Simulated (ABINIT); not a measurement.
## SiO2 (P6_422): G0W0 on several meshes in ABINIT

Wanted: mesh dependence and cost of G0W0 for SiO2 (P6_422).

Main program and level: ABINIT 10.8.3; LDA and many-body steps on it, plane waves.

This is a report of a sequence of runs, with most program output left out.

### 1. The structure

The structure is hexagonal, space group P6_422 (No. 181). Conventional cell: a = 5.061 Å, b = 5.061 Å, c = 5.541 Å, α = 90.00°, β = 90.00°, γ = 120.00°. Nearest to Si lie 4 O at 1.61 Å. Nearest to O lie 2 Si at 1.61 Å. Farther neighbours and most contacts between anions are not listed.

The cell and positions are those that the Materials Project relaxed with its own functionals (PBE, PBE+U or r2SCAN), kept fixed.

### 2. Empty states on the mesh, 3×3×2 mesh, 646 bands

This step: ABINIT 10.8.3; DFT, LDA, plane waves, norm-conserving pseudopotentials.

The sums over transitions need many empty states on a uniform mesh; this step solves for them.

The input, run.abi:

```
acell 3*1.0 Angstrom
rprim 
  5.060522228394 0.000000000001 0.000000000000
  -2.530261114198 4.382540806204 0.000000000000
  0.000000000000 0.000000000000 5.541353310000
ntypat 2
znucl 14 8
natom 9
typat 1 1 1 2 2 2 2 2 2
xred 
  0.000000000000 0.500000000000 0.333333333333
  0.500000000000 0.500000000000 0.666666666667
  0.500000000000 0.000000000000 -0.000000000000
  0.582789260000 0.791394630000 0.833333333333
  0.791394630000 0.582789260000 0.500000000000
  0.791394630000 0.208605370000 0.166666666667
  0.417210740000 0.208605370000 0.833333333333
  0.208605370000 0.417210740000 0.500000000000
  0.208605370000 0.791394630000 0.166666666667
pp_dirpath "pseudos"
pseudos "Si.upf, O.upf"
ecut 36
ngkpt 3 3 2
nshiftk 1
shiftk 0 0 0
kptopt 1
chksymbreak 0
iscf -2
irdden 1
istwfk *1
nband 646
nbdbuf 58
tolwfr 1e-09
nstep 60
prtvol 0
indata_prefix "in"
outdata_prefix "out"
tmpdata_prefix "tmp"
```

On the command line:

```bash
> OMP_NUM_THREADS=1 mpirun -n 6 abinit run.abi > log
```

Run time: 11 min. Hardware: 6 MPI ranks of Arm Neoverse V1, shared host; peak memory 1.4 GiB.

Numbers from this step:

- gap: 5.503 eV
- k of the valence top: 0, 0, 0.5
- k of the conduction bottom: 0, 0, 0
- least direct gap: 5.695 eV
- k points computed: 6
- lowest point of the top converged band, above the valence top: 153.5816 eV

On this mesh the gap is 5.503 eV.

The density comes from a self-consistent run that is not shown.

### 3. Screening, 3×3×2 mesh, 135 bands, screening to 68.6 eV

The RPA dielectric matrix is built and inverted for each q.

This step: RPA screening on LDA, plane waves, norm-conserving pseudopotentials.

run.abi: that of step 2 with these lines changed.

```diff
@@ -27,10 +27,11 @@
 chksymbreak 0
-iscf -2
-irdden 1
 istwfk *1
-nband 646
-nbdbuf 58
-tolwfr 1e-09
-nstep 60
-prtvol 0
+occopt 1
+irdwfk 1
+optdriver 3
+nband 135
+ecuteps 2.52
+inclvkb 2
+awtr 1
+symchi 1
 indata_prefix "in"
```

On the command line:

```bash
> OMP_NUM_THREADS=1 mpirun -n 8 abinit run.abi > log
```

Elapsed: 33 s, on 8 MPI ranks; peak memory 2.4 GiB.

Numbers from this step:

* ε∞ with local fields, on this mesh, along the program's q direction: 2.300
* the same without local fields: 2.466
* plasma frequency: 23.21 eV
* plane waves in the screening matrix: 157

Local fields lower ε∞ by 7 %. On a Γ-centred mesh this coarse the value itself is usually too large, while a short band sum pulls it down.

### 4. 3×3×2

The self-energy is evaluated for the states that the input lists, and the levels follow from it, in one-shot runs by the linearised quasiparticle equation.

This step: G0W0 on LDA, plane waves, norm-conserving pseudopotentials.

run.abi: that of step 3 with these lines changed.

```diff
@@ -30,8 +30,17 @@
 irdwfk 1
-optdriver 3
+optdriver 4
 nband 135
+gwcalctyp 0
+ecutsigx 36
+symsigma 1
+nkptgw 2
+kptgw 
+  0.0000000000 0.0000000000 0.5000000000
+  0.0000000000 0.0000000000 0.0000000000
+bdgw 
+  23 26
+  22 27
 ecuteps 2.52
-inclvkb 2
-awtr 1
-symchi 1
+irdscr 1
+ppmodel 1
 indata_prefix "in"
```

Wall time 4.7 s (8 MPI ranks); peak memory 1.5 GiB; 36 s of CPU time.

This step gave:

| Item | Value |
| --- | --- |
| G0W0 gap on the points computed | 8.383 eV |
| starting gap on the mesh | 5.503 eV |
| k of the valence top | 0, 0, 0.5 |
| k of the conduction bottom | 0, 0, 0 |
| Z at the valence top | 0.822 |
| Z at the conduction bottom | 0.878 |
| least direct G0W0 gap on the computed points | 8.588 eV |

The gap on the mesh goes from 5.50 eV to 8.38 eV, a correction of +2.88 eV.

### 5. Empty states on the mesh, 3×3×4 mesh, 147 bands

This step: DFT, LDA, plane waves, norm-conserving pseudopotentials.

run.abi: that of step 4 with these lines changed.

```diff
@@ -22,3 +22,3 @@
 ecut 36
-ngkpt 3 3 2
+ngkpt 3 3 4
 nshiftk 1
@@ -27,20 +27,10 @@
 chksymbreak 0
+iscf -2
+irdden 1
 istwfk *1
-occopt 1
-irdwfk 1
-optdriver 4
-nband 135
-gwcalctyp 0
-ecutsigx 36
-symsigma 1
-nkptgw 2
-kptgw 
-  0.0000000000 0.0000000000 0.5000000000
-  0.0000000000 0.0000000000 0.0000000000
-bdgw 
-  23 26
-  22 27
-ecuteps 2.52
-irdscr 1
-ppmodel 1
+nband 147
+nbdbuf 12
+tolwfr 1e-09
+nstep 60
+prtvol 0
 indata_prefix "in"
```

Run time: 1.7 min. Hardware: 8 MPI ranks; peak memory 0.82 GiB.

Numbers from this step:

```yaml
gap: 5.503 eV
k_of_the_valence_top: 0, 0, 0.5
k_of_the_conduction_bottom: 0, 0, 0
least_direct_gap: 5.695 eV
k_points_computed: 9
lowest_point_of_the_top_converged_band_above_the_valence_top: 49.67 eV
```

On this mesh the gap is 5.503 eV.

### 6. Screening, 3×3×4 mesh, 135 bands, screening to 68.6 eV

This step: RPA screening on LDA, plane waves, norm-conserving pseudopotentials.

run.abi: that of step 5 with these lines changed.

```diff
@@ -27,10 +27,11 @@
 chksymbreak 0
-iscf -2
-irdden 1
 istwfk *1
-nband 147
-nbdbuf 12
-tolwfr 1e-09
-nstep 60
-prtvol 0
+occopt 1
+irdwfk 1
+optdriver 3
+nband 135
+ecuteps 2.52
+inclvkb 2
+awtr 1
+symchi 1
 indata_prefix "in"
```

Run time: 62 s. Hardware: 8 MPI ranks; peak memory 2.9 GiB; 8.3 min of CPU time.

Numbers from this step:

| Quantity | Value |
| --- | --- |
| ε∞ with local fields, on this mesh, along the program's q direction | 2.301 |
| the same without local fields | 2.467 |
| plasma frequency | 23.21 eV |
| plane waves in the screening matrix | 157 |

### 7. 3×3×4

This step: G0W0 on LDA, plane waves, norm-conserving pseudopotentials.

run.abi: that of step 6 with these lines changed.

```diff
@@ -30,8 +30,17 @@
 irdwfk 1
-optdriver 3
+optdriver 4
 nband 135
+gwcalctyp 0
+ecutsigx 36
+symsigma 1
+nkptgw 2
+kptgw 
+  0.0000000000 0.0000000000 0.5000000000
+  0.0000000000 0.0000000000 0.0000000000
+bdgw 
+  23 26
+  22 27
 ecuteps 2.52
-inclvkb 2
-awtr 1
-symchi 1
+irdscr 1
+ppmodel 1
 indata_prefix "in"
```

The job ended after 5.9 s (8 MPI ranks; peak memory 1.8 GiB; 46 s of CPU time).

Numbers from this step:

| Quantity | Value |
| --- | --- |
| G0W0 gap on the points computed | 8.373 eV |
| starting gap on the mesh | 5.503 eV |
| k of the valence top | 0, 0, 0.5 |
| k of the conduction bottom | 0, 0, 0 |
| Z at the valence top | 0.822 |
| Z at the conduction bottom | 0.878 |
| least direct G0W0 gap on the computed points | 8.582 eV |

Against G0W0 in ABINIT (3×3×2 mesh, 135 bands, screening to 68.6 eV, Godby-Needs plasmon pole), the gap moves by −0.010 eV.

### 8. The runs together

Times are wall times on 8 MPI ranks of Arm Neoverse V1, shared host. The host was busy with other work, so they are no guide to cost. A run's time includes the screening step that it read.

```csv
run,mesh,bands,screening cutoff (eV),DFT gap (eV),gap on the mesh (eV),direct (eV),ε∞ used,time
3×3×2,3×3×2,135,68.6,5.503,8.383,8.588,2.30,37 s
3×3×4,3×3×4,135,68.6,5.503,8.373,8.582,2.30,68 s
```

### 9. Outcome

```
3×3×2        : 8.383 eV
3×3×4        : 8.373 eV
known limits : not at the basis limit; coarse k mesh
```

3×3×4: −0.010 eV against 3×3×2. Bands and cutoff are finite, so the gap is not at the basis limit. The miss can reach some tenths of an eV and take either sign; the mesh is an error of its own. In the G0W0 runs levels were corrected at 2 k points alone, so a gap called «on the mesh» is the least over those, and an edge elsewhere would be missed. The 3×3×2 mesh is coarse for this cell, which bears on the long-range parts of exchange and screening.

[Paths, hosts, dates, memory and timing lines, banners, echoed tables and standing remarks are left out of the program output.]

[Logs are printed without paths, hosts, clocks, repeated set-up lines and the standing remarks that a program may print on its own settings, such as how far it seeks lower states.]

[Runs of the session that timed out or met a known fault of the program may be left out.]

[Hosts, paths, dates, database ids (printed as entryN), source tags and the programs' standing remarks are cut or masked in the printed files.]

[G0W0 gaps are taken among the corrected bands and points alone; a level outside them can change the order at an edge.]

[Where Ansatz stands beside ABINIT at settings called matched, ABINIT's density can come from a denser mesh and the files from another edition; pairs whose starting gaps differed by over 0.03 eV were left out, so agreement reads better than it is.]
